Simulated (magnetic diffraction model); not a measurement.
# Cs2ErTlI6: the ordered moment from one line

Space group Fm-3m (no. 225), a = 12.6160 Å.

```
site  atom    x    y       z
  4b    Tl  1/2    0       0
  4a    Er    0    0       0
  8c    Cs  1/4  3/4     3/4
 24e     I    0    0  0.7730
```

The compound is invented for this exercise: a known structure type with other elements, its cell scaled to their sizes and not relaxed.

Only Er is taken to order (form factors of Er3+); orders and moment sizes are assumed, and not adapted to the symmetry. Radiation: neutrons of λ = 2.36 Å, 5° to 85°; isotropic B of 0.27 Å² (Tl), 0.29 Å² (Er), 0.34 Å² (Cs) and 0.32 Å² (I). The intensities are simulated: I ∝ L Σ (|F_N|² + |F_M⊥|²) for unpolarised neutrons, with F_M = 2.695 fm/μB × Σ f(s) S exp(2πi Q·r) exp(−B s²) at Q = H ± k (one set where k and −k are equivalent), only the part normal to Q counting and L = 1/(sin²θ cos θ). For collinear order S is the moment m, which repeats by lattice and centring translations R with the sign exp(−2πi k·R). Form factors are spin-only for 3d ions and dipole or tabulated for f ions, scattering lengths are Sears's of 1992, and absorption is left out. A label names one of the reflections at its angle. The strongest nuclear line in the range is 100, and lines under 0.2 are left out.

In a first state the assumed order is k = (0 0 0), collinear moments along [100], 8.3 μB on Er, with this pattern:

```
2θ (°)    index  nuclear  magnetic
 18.65  (1 1 1)      2.6      65.4
 21.56  (2 0 0)     32.1      36.5
 30.68  (2 2 0)     36.5      35.3
 36.14  (3 1 1)      1.0      50.2
 37.81  (2 2 2)     31.8      15.2
 43.94  (4 0 0)     98.8       8.3
 48.12  (3 3 1)      7.1      27.4
 49.45  (4 2 0)     22.1      25.9
 54.54  (4 2 2)     21.3      21.0
 58.16  (5 1 1)     11.2      24.4
 63.89  (4 4 0)    100.0       7.5
 67.19  (5 3 1)      1.1      27.0
 68.28  (6 0 0)     16.3      16.3
 72.53  (6 2 0)     23.9      11.5
 75.66  (5 3 3)      0.4      10.6
 76.69  (6 2 2)     22.7      10.3
```
(The table stops after 16 lines; 3 more lie at higher angle.)

**Question.** Nearer the ordering temperature the line at 18.65° has total intensity 49.9 on the same scale, and all moments have shrunk alike. How large is the Er moment?

The nuclear part, 2.6, stays, so the magnetic part is 47.3 against 65.4. It goes as m², so m = 8.3 × √(47.3/65.4) = 7.06 μB; the value used was 7.06 μB.

[Logs are printed without paths, hosts, clocks, repeated set-up lines and the standing remarks that a program may print on its own settings, such as how far it seeks lower states.]
